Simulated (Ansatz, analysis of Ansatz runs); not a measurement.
# Reproducing a measured migration barrier: interstitial N in bcc Nb, hop from an octahedral to the next octahedral site, part 3 of 3

Aim: the migration barrier of interstitial N in bcc Nb, hop from an octahedral to the next octahedral site, to be set beside the measurement. Set-up: PBE, 32-site cell, PBE lattice, 420 eV, k: 4x4x4 Gamma-centred, zero-point energy of the moving atom added. The model is a cell of 32 host atoms with 1 N put in. The barrier is the energy of the highest image of a climbing band over the relaxed site that the atom leaves.

Ansatz 0.2.0; PBE, 32-site cell, PBE lattice, 420 eV, k: 4x4x4 Gamma-centred, zero-point energy of the moving atom added.

So far, barrier forward (eV): step 3 (nudged elastic band) 1.54.

**4. Vibrations of the moving atom at the low point**

A light atom carries zero-point energy, which differs between site and saddle; its three modes are computed at both, leaving out the unstable one.

This step: plane-wave PAW DFT, PBE; finite-displacement force constants of the moving atom alone.

Contents of modes_low/input.yaml:

```yaml
crystal:
  lattice:
    - [0.0, 6.61676841, 6.61676841]
    - [6.61676841, 0.0, 6.61676841]
    - [6.61676841, 6.61676841, 0.0]
  atoms:
    - { symbol: Nb, position: [0.009851788, 0.001550272, -0.001850523] }
    - { symbol: Nb, position: [0.126237162, 0.126557297, 0.123156502] }
    - { symbol: Nb, position: [0.253165073, 0.245035842, 0.241635047] }
    - { symbol: Nb, position: [0.406119211, 0.346675248, 0.343274453] }
    - { symbol: Nb, position: [-0.005270244, 0.012658246, 0.500070364] }
    - { symbol: Nb, position: [0.127704182, 0.127920546, 0.621689482] }
    - { symbol: Nb, position: [0.251244186, 0.265064341, 0.734635409] }
    - { symbol: Nb, position: [0.37478419, 0.378010268, 0.871779203] }
    - { symbol: Nb, position: [-0.005270244, 0.503471159, 0.009257451] }
    - { symbol: Nb, position: [0.127704182, 0.625090276, 0.124519751] }
    - { symbol: Nb, position: [0.251244186, 0.738036204, 0.261663546] }
    - { symbol: Nb, position: [0.37478419, 0.875179998, 0.374609473] }
    - { symbol: Nb, position: [0.014758255, 0.501550272, 0.498149477] }
    - { symbol: Nb, position: [0.096369162, 0.656425297, 0.653024502] }
    - { symbol: Nb, position: [0.2493233, 0.758064702, 0.754663907] }
    - { symbol: Nb, position: [0.376251211, 0.876543247, 0.873142452] }
    - { symbol: Nb, position: [0.492636584, 0.001550272, -0.001850523] }
    - { symbol: Nb, position: [0.636734725, 0.116059733, 0.112658938] }
    - { symbol: Nb, position: [0.762352159, 0.245035842, 0.241635047] }
    - { symbol: Nb, position: [0.87625121, 0.376543248, 0.373142453] }
    - { symbol: Nb, position: [0.507758617, -0.009557701, 0.496228591] }
    - { symbol: Nb, position: [0.624873913, 0.127920546, 0.621689482] }
    - { symbol: Nb, position: [0.751244185, 0.260157874, 0.739541876] }
    - { symbol: Nb, position: [0.877614459, 0.378010268, 0.871779203] }
    - { symbol: Nb, position: [0.507758617, 0.499629386, -0.012958496] }
    - { symbol: Nb, position: [0.624873913, 0.625090276, 0.124519751] }
    - { symbol: Nb, position: [0.751244185, 0.742942669, 0.256757079] }
    - { symbol: Nb, position: [0.877614459, 0.875179998, 0.374609473] }
    - { symbol: Nb, position: [0.487730118, 0.501550272, 0.498149477] }
    - { symbol: Nb, position: [0.626237162, 0.626557297, 0.623156502] }
    - { symbol: Nb, position: [0.740136213, 0.758064702, 0.754663907] }
    - { symbol: Nb, position: [0.865753646, 0.887040811, 0.883640016] }
    - { symbol: "N", position: [0.251244186, 0.501550272, 0.498149477] }
basis:
  ecutwfc: 420
  xc_grid: 2
hamiltonian:
  xc: pbe
kpoints:
  mp_grid: { grid: [4, 4, 4] }
scf:
  occupations: { method: methfessel_paxton, width: 0.1 }
  max_iter: 120
output: {}
phonons:
  supercell: [1, 1, 1]
  displaced_sites: [32]
  amplitude: 0.03
```

The run is started by

```console
$ ansatz run input.yaml --threads 8 --pin off --max-ram 14131MiB --backend cpu --events-out ev --progress --plain --runs-dir out
```

Numbers of over 12 decimals in the logs are rounded to 6 here.

The program printed:

```text
[...]
Crystal: 33 atoms, lattice volume = 579.386 Å³
Basis set: ecut = 420 eV, 11311 PW (Γ), exchange–correlation on 128×128×128 points (8 copies of the dense FFT grid, shifted against one another)
Bands: 253, of which v1, the nominal top of the filled ones, is band 211 counted from 1 (210 counted from 0)
Symmetry: 16 space group operations
k-points: 13 of 64
[...]
SCF iter   1: F=—  HF=-146059.459568 eV  |F-HF|=—  |Δ(HF+E_count)|=         —  Δρ=4.07e-3  dr2=1.34e-1  ethr=1.77e-3  ⟨swp⟩=6.5  Hψ=13183  notcnv=0
[...]
SCF iter   8: F=-146059.438489 eV  HF=-146059.438489 eV  |F-HF|=4.66e-10  |Δ(HF+E_count)|=   1.43e-9  S|Δr|=    0.00e0  Δρ=2.90e-7  dr2=8.16e-10  ethr=1.00e-12  ⟨swp⟩=8.3  Hψ=13183  notcnv=0
SCF 1 converged in 8 iterations: F = -146059.438489 eV  dr2 = 8.16e-10
[...]
Symmetry: 2 space group operations
k-points: 24 of 64 (time reversal used)
[...]
[... further k-points left out ...]
--- Phonons: 2 displaced members + reference (amplitude 0.03 Å, Σ member SCF iterations 14) ---
  symmetry images taken by strict's conditions (phonons.symmetry_images: auto; settled by no image being taken that strict refuses)
  force constants formed among 1 of 33 sites (N 32); the other 32 at rest. The modes move the named sites alone.
  the frequencies, the zero-point energy and the sums are of the block with the acoustic sum rule laid on its rows. Row sums over every site: 1.4e-5 eV/Å² at the most
  transpose residual: 2.5e-16 eV/Å²
  largest component of a force at the reference: 5.2e-26 eV/Å on a named site, 1.5e-2 eV/Å on a site at rest
  frequencies among the named sites at Γ of the cell (cm⁻¹): 464.49 464.49 677.74
  unstable modes among the named sites: 0
  frequencies as built, with no sum rule (cm⁻¹): 464.49 464.49 677.74
  zero-point energy: 0.099604 eV/cell   skipped modes (ω ≤ 0): 0
  not written: the harmonic force-constant file, the file of eigenvectors (these modes' are written with the force constants), the density of states and the dispersion, which are of every site
[key lines of the parts left out:]
SCF converged after 8 iterations
Free energy (F): -146059.438489 eV
Fermi energy:    17.880627 eV
```

Run time: 5 min. Hardware: 8 threads of Arm Neoverse V2, shared host; peak memory 6.6 GiB; 37 min of CPU time.

Read from the output:

* free energy: -146059.4385 eV
* smearing term TS: -0.01183 eV
* frequencies of moving atom: 464.5, 464.5, 677.7 cm⁻¹ (negative: imaginary)

**5. Vibrations of the moving atom at the top point**

This step: plane-wave PAW DFT, PBE; finite-displacement force constants of the moving atom alone.

Contents of modes_top/input.yaml:

```yaml
crystal:
  lattice:
    - [0.0, 6.61676841, 6.61676841]
    - [6.61676841, 0.0, 6.61676841]
    - [6.61676841, 6.61676841, 0.0]
  atoms:
    - { symbol: Nb, position: [-0.000946617, -0.002523582, 0.002393014] }
    - { symbol: Nb, position: [0.122102986, 0.1203037, 0.132444566] }
    - { symbol: Nb, position: [0.251269344, 0.24717058, 0.243589117] }
    - { symbol: Nb, position: [0.387559205, 0.363688612, 0.358176585] }
    - { symbol: Nb, position: [-0.004712013, 0.00922332, 0.499492387] }
    - { symbol: Nb, position: [0.123254023, 0.124017029, 0.625483728] }
    - { symbol: Nb, position: [0.23865894, 0.234785079, 0.765011374] }
    - { symbol: Nb, position: [0.373443999, 0.377966058, 0.874176989] }
    - { symbol: Nb, position: [-0.001173341, 0.502177483, 0.001913831] }
    - { symbol: Nb, position: [0.127259053, 0.624010504, 0.126035467] }
    - { symbol: Nb, position: [0.252827962, 0.750818067, 0.249038322] }
    - { symbol: Nb, position: [0.37712258, 0.878543881, 0.371641269] }
    - { symbol: Nb, position: [0.000476761, 0.498603381, 0.501250151] }
    - { symbol: Nb, position: [0.109562009, 0.641687549, 0.636201541] }
    - { symbol: Nb, position: [0.249077718, 0.752605685, 0.75146463] }
    - { symbol: Nb, position: [0.374952973, 0.86738691, 0.879579415] }
    - { symbol: Nb, position: [0.49899459, 0.002643928, -0.002829872] }
    - { symbol: Nb, position: [0.62711886, 0.124353664, 0.120701623] }
    - { symbol: Nb, position: [0.753284988, 0.248415822, 0.247256053] }
    - { symbol: Nb, position: [0.884178338, 0.376195882, 0.370470125] }
    - { symbol: Nb, position: [0.503051182, -0.002029826, 0.497679966] }
    - { symbol: Nb, position: [0.625765667, 0.12564563, 0.621892758] }
    - { symbol: Nb, position: [0.748774014, 0.252589529, 0.747226407] }
    - { symbol: Nb, position: [0.872941223, 0.374335831, 0.875853699] }
    - { symbol: Nb, position: [0.504127677, 0.500297267, -0.009321264] }
    - { symbol: Nb, position: [0.627450664, 0.628226219, 0.121249606] }
    - { symbol: Nb, position: [0.75388728, 0.752121826, 0.247748939] }
    - { symbol: Nb, position: [0.877453578, 0.873817996, 0.375894277] }
    - { symbol: Nb, position: [0.516661648, 0.512898612, 0.486904744] }
    - { symbol: Nb, position: [0.63095823, 0.629352685, 0.623709572] }
    - { symbol: Nb, position: [0.742135938, 0.756227793, 0.752697306] }
    - { symbol: Nb, position: [0.872327728, 0.879144192, 0.875432992] }
    - { symbol: "N", position: [0.313181876, 0.438378179, 0.56150705] }
basis:
  ecutwfc: 420
  xc_grid: 2
hamiltonian:
  xc: pbe
kpoints:
  mp_grid: { grid: [4, 4, 4] }
scf:
  occupations: { method: methfessel_paxton, width: 0.1 }
  max_iter: 120
output: {}
phonons:
  supercell: [1, 1, 1]
  displaced_sites: [32]
  amplitude: 0.03
```

The program printed:

```text
[...]
Crystal: 33 atoms, lattice volume = 579.386 Å³
Basis set: ecut = 420 eV, 11311 PW (Γ), exchange–correlation on 128×128×128 points (8 copies of the dense FFT grid, shifted against one another)
Bands: 253, of which v1, the nominal top of the filled ones, is band 211 counted from 1 (210 counted from 0)
Symmetry: 1 space group operations
k-points: 36 of 64 (time reversal used)
[...]
SCF iter   1: F=—  HF=-146057.935938 eV  |F-HF|=—  |Δ(HF+E_count)|=         —  Δρ=5.05e-3  dr2=2.91e-1  ethr=1.77e-3  ⟨swp⟩=6.2  Hψ=35888  notcnv=0
[...]
SCF iter   8: F=-146057.897838 eV  HF=-146057.897838 eV  |F-HF|=3.49e-10  |Δ(HF+E_count)|=  8.73e-10  S|Δr|=    0.00e0  Δρ=2.96e-7  dr2=7.02e-10  ethr=1.00e-12  ⟨swp⟩=8.7  Hψ=35891  notcnv=0
SCF 1 converged in 8 iterations: F = -146057.897838 eV  dr2 = 7.02e-10
[...]
[... 4 atoms left out ...]
  atom  13  Nb     0.00079254     0.00382046     0.00067586
  atom  14  Nb    -0.00643053     0.00947679     0.00575426
  [... 2 atoms left out ...]
  atom  17  Nb     0.00132755    -0.00502599    -0.00386130
  [... 4 atoms left out ...]
  atom  22  Nb     0.00233708    -0.00532597     0.00214395
  atom  23  Nb     0.00143458    -0.00097519     0.00011743
  [... 5 atoms left out ...]
  atom  29  Nb     0.00186168    -0.00585393    -0.01185077
  [... 3 atoms left out ...]
  atom  33  N      0.00082329     0.00282679     0.00007144
  max |Σ_I F_I| component: 1.15e-6 eV/Å
--- Band table (eV; the first three rows and the last of 36) ---
[...]
[... further k-points left out ...]
[...]
transpose residual: 8.0e-5 eV/Å²
[...]
frequencies among the named sites at Γ of the cell (cm⁻¹): -64.25 522.05 522.47
  unstable modes among the named sites: 1
  frequencies as built, with no sum rule (cm⁻¹): -64.24 522.05 522.47
  zero-point energy: 0.064752 eV/cell   skipped modes (ω ≤ 0): 1, of them read as no rigid motion or as one in doubt: 1 (1.000e0 modes/cell left out, lowest -64.25 cm⁻¹)
[...]
[key lines of the parts left out:]
SCF converged after 8 iterations
Free energy (F): -146057.897838 eV
Fermi energy:    17.863751 eV
```

Elapsed: 22 min, on 8 threads; peak memory 8.7 GiB; 2.9 h of CPU time.

Numbers from this step:

* free energy: -146057.8978 eV
* smearing term TS: -0.006880 eV
* frequencies of moving atom: -64.25, 522.0, 522.5 cm⁻¹ (negative: imaginary)

**6. What came out**

| Property | Result |
| --- | --- |
| migration barrier (saddle less minimum) | 1.51 eV |
| energy difference of the two ends | 0.00 eV |
| length of the hop | 1.66 Å |
| change of the moving atom's zero-point energy, saddle less site | -0.03 eV |
| time of the whole chain | 67 min on 8 threads |

Migration barrier: computed 1.51 eV, measured 1.67 eV; 0.16 eV below the measurement. Zero-point energy changes the barrier by -0.03 eV. The measured number is an Arrhenius activation energy of long-range diffusion; for H it holds zero-point energy and, in bcc metals near room temperature, tunnelling. One hop between neighbouring sites is computed at the host's lattice.

[Logs are printed without paths, hosts, clocks, repeated set-up lines and the standing remarks that a program may print on its own settings, such as how far it seeks lower states.]

[Hosts, paths, dates, database ids (printed as entryN), source tags and the programs' standing remarks are cut or masked in the printed files.]

[For some hosts the program warned that the k-mesh of the response run may be too coarse for force constants and the static dielectric constant; such warnings are not shown here.]
